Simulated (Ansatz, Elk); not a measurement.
## Bonding as seen by X-rays: Be3Si2

Structure refinements treat a crystal as free atoms side by side. For a made-up structure of Be3Si2 (cell and positions from a PBEsol relaxation) the runs below show what the calculated density changes in F(hkl).

Program: Elk 11.2.3 (patched build). Level of theory: DFT, PBE, all-electron APW+lo, Dirac cores, scalar-relativistic bands, static density, no spin. Results are calculated unless marked as measured.

The structure was built from a prototype and need not be the compound's stable phase.

## (1) The structure

It takes space group P-6m2 (No. 187, hexagonal). The conventional cell has a = 3.832 Å, b = 3.832 Å, c = 4.511 Å, α = 90.00°, β = 90.00°, γ = 120.00°. Nearest to Si lie 9 Be at 2.21 to 2.50 Å. Nearest to Si lie 8 Be at 2.26 to 2.47 Å. Nearest to Be lie 5 Si at 2.21 to 2.26 Å. Be has 5 Be at 2.20 to 2.50 Å and 6 Si at 2.47 to 2.50 Å nearest. Farther neighbours are not listed.

## (2) Ground state and structure factors

An all-electron density is needed, since X-rays see the cores too. Task 0 finds the density and task 195 Fourier-transforms it; tshift is off so that phases refer to the origin typed.

Input file elk.in:

```
tasks
  0
  195

xctype
  20

spinpol
  .false.

rgkmax
  7.0

gmaxvr
  14.0

lmaxo
  7

lmaxapw
  8

swidth
  0.002

tshift
  .false.

ramdisk
  .false.

hmaxvr
  5.5

maxscl
  120

epspot
  1e-06

sppath
  './'

avec
  7.24183836293 0.00000000000 0.00000000000
  -3.62091918147 6.27161599240 0.00000000000
  0.00000000000 0.00000000000 8.52492247214

atoms
  2
  'Si.in'
  2
  -0.0000000000 -0.0000000000 0.0000000000   0.000000 0.000000 0.000000
  0.3333333333 0.6666666667 0.5000000000   0.000000 0.000000 0.000000
  'Be.in'
  3
  0.3333333333 0.6666666667 0.0000000000   0.000000 0.000000 0.000000
  0.6666666667 0.3333333333 0.2561623830   0.000000 0.000000 0.000000
  0.6666666667 0.3333333333 0.7438376170   0.000000 0.000000 0.000000

ngridk
  7 7 5
```

Started as:

```
$ OMP_NUM_THREADS=4 elk
```

Numbers of over 12 decimals in the logs are rounded to 6 here.

The log of the run:

```text
┌─────────────────────────┐
│ Elk code version 11.2.3 │
└─────────────────────────┘

All units are atomic (Hartree, Bohr, etc.)

┌─────────────────────────────────────────────────┐
│ Ground-state run starting from atomic densities │
└─────────────────────────────────────────────────┘

Lattice vectors :
   7.241838363       0.000000000       0.000000000
  -3.620919181       6.271615992       0.000000000
   0.000000000       0.000000000       8.524922472

Reciprocal lattice vectors :
  0.8676229698      0.5009223552      -0.000000000
   0.000000000       1.001844710       0.000000000
   0.000000000      -0.000000000      0.7370372373

Unit cell volume      :    387.1851785
Brillouin zone volume :   0.6406500744

Muffin-tin inner radius fraction :   0.1000000000E-01

Nuclei treated as point charges

Species : 1 (Si)
 parameters loaded from : Si.in
 name : silicon
 nuclear charge    :   -14.00000000
 electronic charge :    14.00000000
 atomic mass :    51196.73458
 muffin-tin radius :    2.200000000
 number of radial points in muffin-tin :    793
 inner part over the whole radius :   0.9899632250E-02
 number on inner part of muffin-tin    :    553
 approximate nuclear radius :   0.5963282101E-04
 number of mesh points to nuclear radius :    246
 atomic positions (lattice), magnetic fields (Cartesian) :
  1 :   0.00000000  0.00000000  0.00000000    0.00000000  0.00000000  0.00000000
  2 :   0.33333333  0.66666667  0.50000000    0.00000000  0.00000000  0.00000000

Species : 2 (Be)
 parameters loaded from : Be.in
 name : beryllium
 nuclear charge    :   -4.000000000
 electronic charge :    4.000000000
 atomic mass :    16428.20280
 muffin-tin radius :    1.800000000
 number of radial points in muffin-tin :    593
 inner part over the whole radius :   0.9826427374E-02
 number on inner part of muffin-tin    :    403
 approximate nuclear radius :   0.4290726161E-04
 number of mesh points to nuclear radius :    156
 atomic positions (lattice), magnetic fields (Cartesian) :
  1 :   0.33333333  0.66666667  0.00000000    0.00000000  0.00000000  0.00000000
  2 :   0.66666667  0.33333333  0.25616238    0.00000000  0.00000000  0.00000000
  3 :   0.66666667  0.33333333  0.74383762    0.00000000  0.00000000  0.00000000

Total number of atoms per unit cell :    5
Total muffin-tin volume :    162.4915496
 ratio of muffin-tin to unit cell volume :   0.4196739923

Spin treatment :
 spin-unpolarised

Number of Bravais lattice symmetries :   24
Number of crystal symmetries         :   12
Crystal has no inversion symmetry
Complex Hermitian eigensolver will be used

k-point grid :      7     7     5
k-point offset :    0.000000000       0.000000000       0.000000000
k-point set is reduced with full crystal symmetry group
Total number of k-points :       36

Muffin-tin radius times maximum |G+k| :    7.000000000
 using average radius
Maximum |G+k| for APW functions       :    3.571428571
Maximum (1/2)|G+k|²                   :    6.377551020
Maximum |G| for potential and density :    14.00000000
Constant for pseudocharge density :    8
 order of it for each species :   15  15
 order of it for pair densities of each species (exact exchange by exxq0 0: 16) :   12   7
Radial integration step length :    1

G-vector grid sizes :     35    35    40
Number of G-vectors :    17899

Maximum angular momentum used for
 APW functions            :    8
 outer part of muffin-tin :    7
 inner part of muffin-tin :    2

Total nuclear charge    :   -40.00000000
Total core charge       :    26.00000000
Total valence charge    :    14.00000000
Total excess charge     :    0.000000000
Total electronic charge :    40.00000000

Effective Wigner radius, rₛ :    1.322076872

Number of empty states         :     20
Total number of valence states :     28
Total number of core states    :     26

Third-order local-orbitals added for an l without core states : T
Total number of local-orbitals :     29

Exchange-correlation functional :     20     0     0
[...]
exchange                    :     -48.941769792835
 correlation                 :     -1.531496
 electron entropic           :    -0.85508848817648E-03
 total energy                :     -625.49168561957

Density of states at Fermi energy :    66.92868808
 (states/Hartree/unit cell)

Estimated indirect band gap :   0.1975942756E-02
 from k-point 2 to k-point 27
Estimated direct band gap   :   0.1858564040E-01
 at k-point 26

Charges :
 core                        :    26.00000000
 valence                     :    14.00000000
 interstitial                :    7.044111164
 muffin-tins (core leakage)
  species : 1 (Si)
   atom 1                    :    12.22017773     (  0.1407342003E-02)
[...]
species : 2 (Be)
[...]
total in muffin-tins        :    32.95588884
 total calculated charge     :    39.99365787
 total charge                :    40.00000000
 error                       :   0.6342127746E-02

RMS change in Kohn-Sham potential (target) :    7.097500226     (  0.1000000000E-05)
Absolute change in total energy (target)   :   0.6312818534     (  0.1000000000E-03)

[... loops 3 to 14 left out ...]

┌──────────────────┐
│ Loop number : 15 │
└──────────────────┘

Energies :
 Fermi                       :     0.288132
 sum of occupied eigenvalues :     -334.85575274702
 electron kinetic            :      625.69600521364
 core electron kinetic       :      611.12298501298
 Coulomb                     :     -1199.5102603675
 Coulomb potential           :     -895.42193958134
 nuclear-nuclear             :     -129.32336119082
 electron-nuclear            :     -1247.6604984630
 Hartree                     :      177.47359928641
 Madelung                    :     -751.79929057679
 xc potential                :     -65.129818379321
 exchange                    :     -48.959598025589
 correlation                 :     -1.531454
 electron entropic           :    -0.78556828268810E-03
 total energy                :     -624.30609291706

Density of states at Fermi energy :    60.54572268
 (states/Hartree/unit cell)

Estimated indirect band gap :   0.2861992817E-02
 from k-point 34 to k-point 33
Estimated direct band gap   :   0.2447354513E-01
 at k-point 26

Charges :
 core                        :    26.00000000
 valence                     :    14.00000000
 interstitial                :    7.014122353
 muffin-tins (core leakage)
  species : 1 (Si)
[...]
species : 2 (Be)
[...]
total in muffin-tins        :    32.98587765
 total calculated charge     :    39.99382092
 total charge                :    40.00000000
 error                       :   0.6179083344E-02

RMS change in Kohn-Sham potential (target) :   0.6701510525E-06 (  0.1000000000E-05)
Absolute change in total energy (target)   :   0.1687378813E-05 (  0.1000000000E-03)

Convergence targets achieved

┌──────────────────┐
│ Loop number : 16 │
└──────────────────┘

Energies :
 Fermi                       :     0.288132
 sum of occupied eigenvalues :     -334.85575233889
 electron kinetic            :      625.69600471740
 core electron kinetic       :      611.12298454484
 Coulomb                     :     -1199.5102599156
 Coulomb potential           :     -895.42193943855
 nuclear-nuclear             :     -129.32336119082
 electron-nuclear            :     -1247.6604977061
 Hartree                     :      177.47359898130
 Madelung                    :     -751.79929019638
 xc potential                :     -65.129817617742
 exchange                    :     -48.959597995082
 correlation                 :     -1.531454
 electron entropic           :    -0.78556823323885E-03
 total energy                :     -624.30609293118

Density of states at Fermi energy :    60.54571859
 (states/Hartree/unit cell)

Estimated indirect band gap :   0.2861992516E-02
 from k-point 34 to k-point 33
Estimated direct band gap   :   0.2447355036E-01
 at k-point 26

Charges :
 core                        :    26.00000000
 valence                     :    14.00000000
 interstitial                :    7.014122374
 muffin-tins (core leakage)
  species : 1 (Si)
[...]
species : 2 (Be)
   atom 1                    :    2.913207559     (  0.1178113331E-02)
   atom 2                    :    2.777718752     (  0.1137063013E-02)
   atom 3                    :    2.777718752     (  0.1137063013E-02)
 total in muffin-tins        :    32.98587763
 total calculated charge     :    39.99382092
 total charge                :    40.00000000
 error                       :   0.6179083362E-02

┌──────────────────────────────┐
│ Self-consistent loop stopped │
└──────────────────────────────┘

Warning : core states of species 1 leak from the muffin-tin :   0.1356883724E-02

Warning : core states of species 2 leak from the muffin-tin :   0.1178113331E-02

Wrote STATE.OUT
```

The job ended after 20 s (4 threads of Arm Neoverse V1, shared host; peak memory 0.18 GiB).

SFACRHO.OUT:

```text

h k l indices transformed by vhmat matrix:
   1.000000000       0.000000000       0.000000000    
   0.000000000       1.000000000       0.000000000    
   0.000000000       0.000000000       1.000000000    

      h      k      l  multipl.   |H|            Re(F)            Im(F)           |F|

      0      0      0      1   0.0000000       39.999998     -0.26326593E-16   39.999998    
      0      0     -1      2  0.73703724       2.8744736     -0.53732738E-14   2.8744736    
      0      1      0      3   1.0018447       1.4491467      -7.1723220       7.3172555    
     -1      1      0      3   1.0018447       1.4491467       7.1723220       7.3172555    
      0     -1      1      6   1.2437511       13.958748      -6.4774955       15.388457    
     -1      0     -1      6   1.2437511       13.958748       6.4774955       15.388457    
      0      0     -2      2   1.4740745       16.670432      0.61498797E-14   16.670432    
      2     -1      0      6   1.7352459       22.655517     -0.43689336E-08   22.655517    
     -1      1      2      6   1.7822986       5.1960482       11.896906       12.982114    
      0      1     -2      6   1.7822986       5.1960482      -11.896906       12.982114    
      2     -1     -1     12   1.8852858       1.5220086      0.41639641E-08   1.5220086    
     -2      0      0      3   2.0036894       1.5725730       5.6492217       5.8640167    
      0     -2      0      3   2.0036894       1.5725730      -5.6492217       5.8640167    
      0     -2     -1      6   2.1349462       11.068919       5.3872581       12.310301    
      0      2      1      6   2.1349462       11.068919      -5.3872581       12.310301    
      0      0     -3      2   2.2111117       2.0655778     -0.16455651E-13   2.0655778    
      2     -1     -2     12   2.2768342       13.890673     -0.79756529E-08   13.890673    
     -1      1      3      6   2.4274900       10.339379      -5.4570857       11.691131
```

Elk indexes on the primitive cell of elk.in and gives |H| = 4π sin θ/λ in inverse bohr. Below, one row stands for each form hkl of the conventional cell (m members, Friedel mates merged), F is for one primitive cell and the density is static (no thermal factor). Free-atom factors are Waasmaier and Kirfel's, and R is Σm||F|−|F'||/Σm|F|.

```
hkl   m  sin θ/λ (Å⁻¹)  abs F, DFT  neutral atoms   diff.  abs of complex diff.
001   2          0.111       2.874          2.695  +0.179                 0.179
100   6          0.151       7.317          7.381  -0.063                 0.243
101  12          0.187      15.388         15.389  -0.001                 0.131
002   2          0.222      16.670         16.654  +0.017                 0.017
110   6          0.261      22.655         22.793  -0.138                 0.138
102  12          0.268      12.982         13.123  -0.141                 0.157
111  12          0.283       1.522          1.596  -0.074                 0.074
200   6          0.301       5.864          5.865  -0.001                 0.002
201  12          0.321      12.310         12.459  -0.149                 0.166
003   2          0.333       2.066          2.008  +0.057                 0.057
112  12          0.342      13.891         13.946  -0.055                 0.055
103  12          0.365      11.691         11.713  -0.022                 0.031
202  12          0.374      11.417         11.432  -0.015                 0.023
210  12          0.399       5.089          5.106  -0.017                 0.038
```

## (3) The highest occupied states alone

An energy window below the Fermi level keeps the highest occupied states, to see at which angles they scatter; shallow core shells can lie inside it and anion s states outside. No new self-consistency is needed.

elk.in, as its differences from that of step 2:

```diff
@@ -1,3 +1,2 @@
 tasks
-  0
   195
@@ -40,2 +39,5 @@
 
+wsfac
+  -0.152860 0.588130
+
 sppath
```

Started as:

```
$ OMP_NUM_THREADS=4 elk
```

The log of the run:

```text
┌─────────────────────────────────┐
│ Elk code version 11.2.3 started │
└─────────────────────────────────┘

Info(readinput): the functional depends on the density's gradient
 muffin-tin radial points multiplied by    2.00000
 (not where nrmtscf is given)

┌────────────────────┐
│ Current task : 195 │
└────────────────────┘

Info(sfacrho): density structure factors written to SFACRHO.OUT

 Energy window :  -0.1528600000      0.5881300000

┌──────────────────┐
│ Elk code stopped │
└──────────────────┘
```

It took 4.4 s on 4 threads; peak memory 0.19 GiB.

States within 12 eV below the Fermi level hold 13.78 electrons; any levels below the window count with the cores, and a count that is not whole means the window cuts a band. Their amplitudes can exceed the total, where window and core parts have opposite phase:

```
hkl  sin θ/λ (Å⁻¹)  abs F, window  abs F, all
001          0.111          1.031       2.874
100          0.151          0.723       7.317
101          0.187          0.927      15.388
002          0.222          0.489      16.670
110          0.261          0.009      22.655
102          0.268          0.126      12.982
111          0.283          0.083       1.522
200          0.301          0.030       5.864
201          0.321          0.266      12.310
003          0.333          0.021       2.066
```

## (4) Another functional

The difference from free atoms is small, so it is set against the change that LDA (Perdew-Wang) makes.

elk.in, as its differences from that of step 3:

```diff
@@ -1,2 +1,3 @@
 tasks
+  0
   195
@@ -4,3 +5,3 @@
 xctype
-  20
+  3
 
@@ -39,5 +40,2 @@
 
-wsfac
-  -0.152860 0.588130
-
 sppath
```

Started as:

```
$ OMP_NUM_THREADS=4 elk
```

The log of the run:

```text
┌─────────────────────────┐
│ Elk code version 11.2.3 │
└─────────────────────────┘

All units are atomic (Hartree, Bohr, etc.)

┌─────────────────────────────────────────────────┐
│ Ground-state run starting from atomic densities │
└─────────────────────────────────────────────────┘

Lattice vectors :
   7.241838363       0.000000000       0.000000000
  -3.620919181       6.271615992       0.000000000
   0.000000000       0.000000000       8.524922472

Reciprocal lattice vectors :
  0.8676229698      0.5009223552      -0.000000000
[...]
species : 2 (Be)
[...]
atom 2                    :    2.784375738     (  0.1238814940E-02)
   atom 3                    :    2.784375738     (  0.1238814940E-02)
 total in muffin-tins        :    33.04179673
 total calculated charge     :    39.99345095
 total charge                :    40.00000000
 error                       :   0.6549052623E-02

┌──────────────────────────────┐
│ Self-consistent loop stopped │
└──────────────────────────────┘

Warning : core states of species 1 leak from the muffin-tin :   0.1385811507E-02

Warning : core states of species 2 leak from the muffin-tin :   0.1283895405E-02

Wrote STATE.OUT
[key lines of the parts left out:]
total energy                :     -621.82154638539
```

It took 16 s on 4 threads; peak memory 0.19 GiB.

Against the first run R = 0.23 %; the largest change is -0.060 at 114.

## (5) Basis size

A smaller basis shows how fast F responds to it; the change is likely larger than the basis error of the first run, but doesn't show convergence.

elk.in, as its differences from that of step 4:

```diff
@@ -5,3 +5,3 @@
 xctype
-  3
+  20
 
@@ -11,3 +11,3 @@
 rgkmax
-  7.0
+  5.5
```

Started as:

```
$ OMP_NUM_THREADS=4 elk
```

The log of the run:

```text
┌─────────────────────────┐
│ Elk code version 11.2.3 │
└─────────────────────────┘

All units are atomic (Hartree, Bohr, etc.)

┌─────────────────────────────────────────────────┐
│ Ground-state run starting from atomic densities │
└─────────────────────────────────────────────────┘

Lattice vectors :
   7.241838363       0.000000000       0.000000000
  -3.620919181       6.271615992       0.000000000
   0.000000000       0.000000000       8.524922472

Reciprocal lattice vectors :
  0.8676229698      0.5009223552      -0.000000000
[...]
species : 2 (Be)
[...]
atom 2                    :    2.775085303     (  0.1136319993E-02)
   atom 3                    :    2.775085303     (  0.1136319993E-02)
 total in muffin-tins        :    32.97503789
 total calculated charge     :    39.99392399
 total charge                :    40.00000000
 error                       :   0.6076014999E-02

┌──────────────────────────────┐
│ Self-consistent loop stopped │
└──────────────────────────────┘

Warning : core states of species 1 leak from the muffin-tin :   0.1356621656E-02

Warning : core states of species 2 leak from the muffin-tin :   0.1177077147E-02

Wrote STATE.OUT
[key lines of the parts left out:]
total energy                :     -624.30416084758
```

The job ended after 12 s (4 threads; peak memory 0.19 GiB).

Against the first run R = 0.02 %; the largest change is -0.008 at 202.

## (6) Settings against the effect

```
              run  R against the first run (%)  R against neutral atoms, low angle (%)  wall time
    PBE, rgkmax 7                         0.00                                    0.72       20 s
LDA (Perdew-Wang)                         0.23                                    0.72       16 s
       rgkmax 5.5                         0.02                                    0.73       12 s
```

## (7) What came out

| Item | Value |
| --- | --- |
| R against neutral atoms, sin θ/λ < 0.3 Å⁻¹ | 0.72 % |
| R against neutral atoms, 0.3 to 0.82 Å⁻¹ | 0.43 % |

What this shows: Independent neutral atoms miss the calculated amplitudes by R = 0.72 % below 0.3 Å⁻¹ and 0.43 % from there to 0.82 Å⁻¹; by shells, 6.23 % below 0.15 Å⁻¹ (1 form), 0.67 % 0.15 to 0.3 (6 forms), 0.31 % 0.3 to 0.45 (11 forms), 0.45 % above 0.45 (63 forms). Bonding, aspherical density and the tables' own atoms all enter these figures, and the runs don't part them. The largest change of an amplitude is +0.18 electrons, at 001. R counts amplitudes alone; phases shift too. The window's part falls from 13.8 electrons at the origin to at most 0.21 between 0.45 and 0.82 Å⁻¹. Below 0.3 Å⁻¹ the changes that finished (LDA (Perdew-Wang) and rgkmax 5.5) move F by R = 0.08 % at most, against the 0.72 % that separates it from free atoms. A single amplitude moves by up to 0.06 electrons, against 0.18 for the largest difference from free atoms. The k-mesh has no finished test. Part of the difference isn't bonding: the tables are fits to free atoms and ions calculated by other methods than this functional. Thermal motion, anomalous dispersion and extinction are left out.

[Logs are printed without paths, hosts, clocks, repeated set-up lines and the standing remarks that a program may print on its own settings, such as how far it seeks lower states.]

[Hosts, paths, dates, database ids (printed as entryN), source tags and the programs' standing remarks are cut or masked in the printed files.]
